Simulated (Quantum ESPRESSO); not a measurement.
# Ag (Silver): phonons by linear response, part 2 of 3

How does Ag (Silver) vibrate, and is this structure a minimum?

Quantum ESPRESSO 7.5; DFT LDA, scalar-relativistic, plane waves, JTH PAW pseudopotentials.

So far. Step 2 (A probe with smearing): No gap opens on this mesh, so smearing is kept; the start stands at -6.7 GPa. Step 4 (Self-consistent run for the response): The cell stands at 0.06 GPa, close enough for phonons. The relaxed cell has a = 4.001 Å (conventional setting).

**5. Linear response on the mesh**

Linear response treats each wavevector in the unit cell, with no supercell; the 4×4×4 mesh fixes the range of the force constants to be had.

File ph.in:

```
phonons
&inputph
   prefix = 'x'
   outdir = './tmp'
   fildyn = 'x.dyn'
   tr2_ph = 1.0d-18
   alpha_mix(1) = 0.4
   nmix_ph = 8
   ldisp = .true.
   nq1 = 4
   nq2 = 4
   nq3 = 4
/
```

Launch:

```bash
$ OMP_NUM_THREADS=1 mpirun -n 4 ph.x -nk 4 -in ph.in > ph.out
```

Numbers of over 12 decimals in the logs are rounded to 6 here.

The program printed:

```text
[banners, grids, parts of the stress and lines that vanish by symmetry left out]
[banner, memory and clock lines left out]
Program PHONON v.7.5

     ./tmp/x.save/

     file Ag.upf: wavefunction(s)  0S 5P 0P 4D 0D renormalized

     IMPORTANT: XC functional enforced from input :
     Exchange-correlation= PW
                           (   1   4   0   0   0   0   0)
     Any further DFT definition will be discarded
     Please, verify this is what you really want

     G-vector sticks info

     Check: negative core charge=   -0.000001
     Reading collected, re-writing distributed wavefunctions in ./tmp/

     Dynamical matrices for ( 4, 4, 4)  uniform grid of q-points
     (   8 q-points):
       N         xq(1)         xq(2)         xq(3)
       1   0.000000000   0.000000000   0.000000000
       2   0.176776695   0.176776695  -0.176776695
       3  -0.353553391  -0.353553391   0.353553391
       4   0.353553391   0.000000000   0.000000000
[...]
Number and degeneracy of irreps per q-point
       N         xq(1)         xq(2)         xq(3)   N irreps
       1   0.000000000   0.000000000   0.000000000       1
        3
       2   0.176776695   0.176776695  -0.176776695       2
        1   2
       3  -0.353553391  -0.353553391   0.353553391       2
        1   2
       4   0.353553391   0.000000000   0.000000000       2
        1   2
       5  -0.176776695  -0.530330086   0.530330086       3
     No degeneracy
       6   0.000000000  -0.353553391   0.353553391       3
     No degeneracy
       7  -0.707106781   0.000000000   0.000000000       2
        1   2
       8  -0.707106781   0.353553391   0.000000000       2
        1   2

     Calculation of q =    0.0000000   0.0000000   0.0000000

     phonons

     bravais-lattice index     =            0
     lattice parameter (alat)  =       5.3465  a.u.
     unit-cell volume          =     108.0670 (a.u.)^3
     number of atoms/cell      =            1
     number of atomic types    =            1
     kinetic-energy cut-off    =      40.0000  Ry
     charge density cut-off    =     200.0000  Ry
     convergence threshold     =      1.0E-18
     beta                      =       0.4000
     number of iterations used =            8
     Exchange-correlation= PW
                           (   1   4   0   0   0   0   0)

     celldm(1)=    5.34650  celldm(2)=    0.00000  celldm(3)=    0.00000
     celldm(4)=    0.00000  celldm(5)=    0.00000  celldm(6)=    0.00000

     crystal axes: (cart. coord. in units of alat)
               a(1) = (  0.0000  0.7071  0.7071 )
               a(2) = (  0.7071  0.0000  0.7071 )
               a(3) = (  0.7071  0.7071  0.0000 )

     reciprocal axes: (cart. coord. in units 2 pi/alat)
               b(1) = ( -0.7071  0.7071  0.7071 )
               b(2) = (  0.7071 -0.7071  0.7071 )
               b(3) = (  0.7071  0.7071 -0.7071 )

     Atoms inside the unit cell:

     Cartesian axes

     site n.  atom      mass           positions (alat units)
        1  Ag    107.8682   tau(    1) = (    0.00000    0.00000    0.00000  )

     Computing dynamical matrix for
                    q = (   0.0000000   0.0000000   0.0000000 )

     49 Sym.Ops. (with q -> -q+G )

     G cutoff =  144.8135  (   5065 G-vectors)     FFT grid: ( 25, 25, 25)
     G cutoff =  115.8508  (   3695 G-vectors)  smooth grid: ( 24, 24, 24)

     number of k points=   145  Marzari-Vanderbilt smearing, width (Ry)=  0.0200

     PseudoPot. # 1 for Ag read from file:
     ./pseudo/Ag.upf
     Pseudo is Projector augmented-wave + core cor, Zval = 11.0
     Shape of augmentation charge: BESSEL

     Mode symmetry, O_h (m-3m)  point group:

     Atomic displacements:
     There are    1 irreducible representations

     Representation     1      3 modes -  To be done

     Alpha used in Ewald sum =   2.0000

     Representation #   1 modes #   1   2   3

     Self-consistent Calculation
      iter #   1   av.it.:   5.0
      thresh= 1.000E-02 alpha_mix =  0.400 |ddv_scf|^2 =  2.586E-06
      iter #   2   av.it.:   7.8
      thresh= 1.608E-04 alpha_mix =  0.400 |ddv_scf|^2 =  5.275E-07
      iter #   3   av.it.:   8.5
      thresh= 7.263E-05 alpha_mix =  0.400 |ddv_scf|^2 =  5.991E-10
      iter #   4   av.it.:   8.2
      thresh= 2.448E-06 alpha_mix =  0.400 |ddv_scf|^2 =  1.739E-11
[...]
End of self-consistent calculation

     Convergence has been achieved

     Number of q in the star =    1
     List of q in the star:
[...]
Diagonalizing the dynamical matrix

     q = (    0.000000000   0.000000000   0.000000000 )

 **************************************************************************
     freq (    1) =       0.015133 [THz] =       0.504769 [cm-1]
     freq (    2) =       0.015133 [THz] =       0.504769 [cm-1]
     freq (    3) =       0.015133 [THz] =       0.504769 [cm-1]
 **************************************************************************

     Mode symmetry, O_h (m-3m)  point group:

     freq (   1-   3) =          0.5  [cm-1]   --> T_1u G_15  G_4- I

     Calculation of q =    0.1767767   0.1767767  -0.1767767
     [... set-up and bands at k+q left out ...]

     Mode symmetry, C_3v (3m)   point group:

     Atomic displacements:
     There are    2 irreducible representations

     Representation     1      1 modes -  To be done

     Representation     2      2 modes -  To be done

     Message from routine init_vloc:
     Interpolation table for Vloc re-allocated

     Alpha used in Ewald sum =   2.0000

     Representation #   1 mode #   1

     Self-consistent Calculation

[...]
[... iterations left out ...]
[...]
End of self-consistent calculation

     Convergence has been achieved

     Representation #   2 modes #   2   3

     Self-consistent Calculation

[...]
[... iterations left out ...]
[...]
End of self-consistent calculation

     Convergence has been achieved

     Number of q in the star =    8
     List of q in the star:
[...]
Diagonalizing the dynamical matrix

     q = (    0.176776695   0.176776695  -0.176776695 )

 **************************************************************************
     freq (    1) =       1.694704 [THz] =      56.529249 [cm-1]
     freq (    2) =       1.694704 [THz] =      56.529249 [cm-1]
     freq (    3) =       4.115398 [THz] =     137.274900 [cm-1]
 **************************************************************************

     Mode symmetry, C_3v (3m)   point group:

     freq (   1-   2) =         56.5  [cm-1]   --> E    L_3
     freq (   3-   3) =        137.3  [cm-1]   --> A_1  L_1

     Calculation of q =   -0.3535534  -0.3535534   0.3535534
     [... set-up and bands at k+q left out ...]

     Mode symmetry, D_3d (-3m)  point group:

     Atomic displacements:
     There are    2 irreducible representations

     Representation     1      1 modes -  To be done

[...]
Alpha used in Ewald sum =   2.0000

     Representation #   1 mode #   1

     Self-consistent Calculation

[...]
[... iterations left out ...]
[...]
End of self-consistent calculation

     Convergence has been achieved

     Representation #   2 modes #   2   3

[...]
[... iterations left out ...]
[...]
Convergence has been achieved

     Number of q in the star =    4
     List of q in the star:
[...]
Diagonalizing the dynamical matrix

     q = (   -0.353553391  -0.353553391   0.353553391 )

[...]
freq (    1) =       2.468034 [THz] =      82.324767 [cm-1]
     freq (    2) =       2.468034 [THz] =      82.324767 [cm-1]
     freq (    3) =       5.680913 [THz] =     189.494866 [cm-1]
[...]
Mode symmetry, D_3d (-3m)  point group:

     freq (   1-   2) =         82.3  [cm-1]   --> E_u  L_3'
     freq (   3-   3) =        189.5  [cm-1]   --> A_2u L_2'

     Calculation of q =    0.3535534   0.0000000   0.0000000
     [... set-up and bands at k+q left out ...]

     Mode symmetry, C_4v (4mm)  point group:

     Atomic displacements:
     There are    2 irreducible representations

[...]
Alpha used in Ewald sum =   2.0000

     Representation #   1 mode #   1

[...]
Convergence has been achieved

     Representation #   2 modes #   2   3

[...]
Convergence has been achieved

     Number of q in the star =    6
     List of q in the star:
[...]
Diagonalizing the dynamical matrix

     q = (    0.353553391   0.000000000   0.000000000 )

[...]
freq (    1) =       2.584273 [THz] =      86.202063 [cm-1]
     freq (    2) =       2.584273 [THz] =      86.202063 [cm-1]
     freq (    3) =       4.159016 [THz] =     138.729855 [cm-1]
[...]
Mode symmetry, C_4v (4mm)  point group:

     freq (   1-   2) =         86.2  [cm-1]   --> E    G_5 D_5
     freq (   3-   3) =        138.7  [cm-1]   --> A_1  G_1 D_1

     Calculation of q =   -0.1767767  -0.5303301   0.5303301
     [... set-up and bands at k+q left out ...]

     Mode symmetry, C_s (m)     point group:

     Atomic displacements:
     There are    3 irreducible representations

[...]
Alpha used in Ewald sum =   2.0000

     Representation #   1 mode #   1

[...]
Convergence has been achieved

[...]
Convergence has been achieved

[...]
Convergence has been achieved

     Number of q in the star =   24
     List of q in the star:
[...]
Diagonalizing the dynamical matrix

     q = (   -0.176776695  -0.530330086   0.530330086 )

[...]
freq (    1) =       3.066932 [THz] =     102.301824 [cm-1]
     freq (    2) =       3.677621 [THz] =     122.672228 [cm-1]
     freq (    3) =       5.236870 [THz] =     174.683164 [cm-1]
[...]
Mode symmetry, C_s (m)     point group:

     freq (   1-   1) =        102.3  [cm-1]   --> A''
     freq (   2-   2) =        122.7  [cm-1]   --> A'
     freq (   3-   3) =        174.7  [cm-1]   --> A'

     Calculation of q =    0.0000000  -0.3535534   0.3535534
     [... set-up and bands at k+q left out ...]

     Mode symmetry, C_2v (mm2)  point group:

     Atomic displacements:
     There are    3 irreducible representations

[...]
Alpha used in Ewald sum =   2.0000

[...]
Convergence has been achieved

[...]
Convergence has been achieved

[...]
Convergence has been achieved

     Number of q in the star =   12
     List of q in the star:
[...]
Diagonalizing the dynamical matrix

     q = (    0.000000000  -0.353553391   0.353553391 )

[...]
freq (    1) =       2.433369 [THz] =      81.168465 [cm-1]
     freq (    2) =       3.716124 [THz] =     123.956561 [cm-1]
     freq (    3) =       4.914128 [THz] =     163.917658 [cm-1]
[...]
Mode symmetry, C_2v (mm2)  point group:

     freq (   1-   1) =         81.2  [cm-1]   --> B_1  D_3  S_3
     freq (   2-   2) =        124.0  [cm-1]   --> B_2  D_4  S_4
     freq (   3-   3) =        163.9  [cm-1]   --> A_1  D_1  S_1

     Calculation of q =   -0.7071068   0.0000000   0.0000000
     [... set-up and bands at k+q left out ...]

     Mode symmetry, D_4h(4/mmm) point group:

     Atomic displacements:
     There are    2 irreducible representations

[...]
Alpha used in Ewald sum =   2.0000

     Representation #   1 mode #   1

[...]
Convergence has been achieved

     Representation #   2 modes #   2   3

[...]
Convergence has been achieved

     Number of q in the star =    3
     List of q in the star:
[...]
Diagonalizing the dynamical matrix

     q = (   -0.707106781   0.000000000   0.000000000 )

[...]
freq (    1) =       3.678131 [THz] =     122.689233 [cm-1]
     freq (    2) =       3.678131 [THz] =     122.689233 [cm-1]
     freq (    3) =       5.612387 [THz] =     187.209075 [cm-1]
[...]
Mode symmetry, D_4h(4/mmm) point group:

     freq (   1-   2) =        122.7  [cm-1]   --> E_u  X_5' M_5'
     freq (   3-   3) =        187.2  [cm-1]   --> A_2u X_4' M_4'

     Calculation of q =   -0.7071068   0.3535534   0.0000000
     [... set-up and bands at k+q left out ...]

     Mode symmetry, D_2d (-42m) point group:

     Atomic displacements:
     There are    2 irreducible representations

     Representation     1      1 modes -  To be done

     Representation     2      2 modes -  To be done

     Alpha used in Ewald sum =   2.0000

     Representation #   1 mode #   1

     Self-consistent Calculation

[...]
[... iterations left out ...]
[...]
End of self-consistent calculation

     Convergence has been achieved

     Representation #   2 modes #   2   3

     Self-consistent Calculation

      iter #   1   av.it.:   5.8
      thresh= 1.000E-02 alpha_mix =  0.400 |ddv_scf|^2 =  6.966E-05

      [... iterations left out ...]
      iter #   9   av.it.:   7.8
      thresh= 7.912E-10 alpha_mix =  0.400 |ddv_scf|^2 =  6.698E-20

     End of self-consistent calculation

     Convergence has been achieved

     Number of q in the star =    6
     List of q in the star:
[...]
5   0.353553391  -0.000000000  -0.707106781
          6  -0.353553391  -0.000000000   0.707106781

     Diagonalizing the dynamical matrix

     q = (   -0.707106781   0.353553391   0.000000000 )

 **************************************************************************
     freq (    1) =       3.602508 [THz] =     120.166741 [cm-1]
     freq (    2) =       4.662684 [THz] =     155.530393 [cm-1]
     freq (    3) =       4.662684 [THz] =     155.530393 [cm-1]
 **************************************************************************

     Mode symmetry, D_2d (-42m) point group:

     freq (   1-   1) =        120.2  [cm-1]   --> B_2  X_3  W_2
     freq (   2-   3) =        155.5  [cm-1]   --> E    X_5  W_3


[key lines of the parts left out:]
the Fermi energy is    14.1599 ev
```

Wall time 22 min (4 MPI ranks of Arm Neoverse N1, shared host).

This step gave:

```yaml
largest_acoustic_frequency_at_the_zone_centre_before_the_sum_rule: 0.5 cm⁻¹
lowest_mode_on_the_q_mesh_acoustic_ones_at_the_zone_centre_apart: 56.53 cm⁻¹
```

Frequencies (cm⁻¹) at each irreducible wavevector; negative means imaginary. Frequencies by wavevector:

```csv
q (fractions),star,mode 1,mode 2,mode 3
0 0 0,1,0.5,0.5,0.5
0 0 0.25,8,56.53,56.53,137.3
0 0 -0.5,4,82.32,82.32,189.5
0 0.25 0.25,6,86.2,86.2,138.7
0 0.25 -0.5,24,102.3,122.7,174.7
0 0.25 -0.25,12,81.17,124,163.9
0 -0.5 -0.5,3,122.7,122.7,187.2
0.25 -0.5 -0.25,6,120.2,155.5,155.5
```

The acoustic modes at Γ come out as far as 0.5 cm⁻¹ from zero, where they should vanish, a small numerical error.

**6. Fourier transform to real space**

The dynamical matrices of the mesh are Fourier-transformed to force constants in real space.

File q2r.in:

```
&input
   fildyn = 'x.dyn'
   zasr = 'crystal'
   flfrc = 'x.fc'
/
```

Launch:

```bash
$ q2r.x < q2r.in > q2r.out
```

The program printed:

```text
[banners, grids, parts of the stress and lines that vanish by symmetry left out]
[banner, memory and clock lines left out]
Program Q2R v.7.5

  reading grid info from file x.dyn0

  reading force constants from file x.dyn1
  Dielectric Tensor not found
  nqs=            1
 q=   0.00000000  0.00000000  0.00000000
  reading force constants from file x.dyn2
  nqs=            8
 q=   0.17677670  0.17677670 -0.17677670
[...]
reading force constants from file x.dyn7
  nqs=            3
[...]
reading force constants from file x.dyn8
  nqs=            6
[...]
q=   0.35355339 -0.00000000 -0.70710678
 q=  -0.35355339 -0.00000000  0.70710678

      q-space grid ok, #points =   64

      fft-check success (sum of imaginary terms < 10^-12)
```

Wall time 0.48 s (1 thread).

**7. Interpolated phonon bands**

From the force constants any wavevector is cheap; points of the mesh come back as solved, but for the sum rule and, in polar crystals, the LO-TO term at Γ; the rest is interpolation.

File matdyn.in:

```
&input
   asr = 'crystal'
   flfrc = 'x.fc'
   flfrq = 'x.freq'
   flvec = 'x.modes'
   q_in_band_form = .true.
   q_in_cryst_coord = .true.
/
8
  0.0000000   0.0000000   0.0000000  12  ! GAMMA
  0.5000000  -0.0000000   0.5000000  12  ! X
  0.6250000   0.2500000   0.6250000   1  ! U
  0.3750000   0.3750000   0.7500000  12  ! K
  0.0000000   0.0000000   0.0000000  12  ! GAMMA
  0.5000000   0.5000000   0.5000000  12  ! L
  0.5000000   0.2500000   0.7500000  12  ! W
  0.5000000  -0.0000000   0.5000000   1  ! X
```

Launch:

```bash
$ matdyn.x -in matdyn.in > matdyn.out
```

The program printed:

```text
[banner, memory and clock lines left out]
Program MATDYN v.7.5

 mass for atomic type   1 not given; uses mass from file x.fc
 Norm of the difference between old and new effective charges:    0.000000

 Norm of the difference between old and new force-constants:   4.50333e-07

     Message from routine matdyn:
     Z* not found in file x.fc, TO-LO splitting at q=0 will be absent!
     Message from routine matdyn:
     Z* not found in file x.fc, TO-LO splitting at q=0 will be absent!

Note: The following floating-point exceptions are signalling: IEEE_UNDERFLOW_FLAG
```

It took 0.47 s on 1 thread.

Numbers from this step:

```
lowest frequency on the path      : 0 cm⁻¹
mean frequency                    : 121.3 cm⁻¹
Debye temperature (second moment) : 236 K
logarithmic mean frequency        : 114.3 cm⁻¹
```

(Part 2 of 3 ends here.)

[Host names and launcher messages were left out of these logs when they were recorded.]

[Logs are printed without paths, hosts, clocks, repeated set-up lines and the standing remarks that a program may print on its own settings, such as how far it seeks lower states.]

[Hosts, paths, dates, database ids (printed as entryN), source tags and the programs' standing remarks are cut or masked in the printed files.]
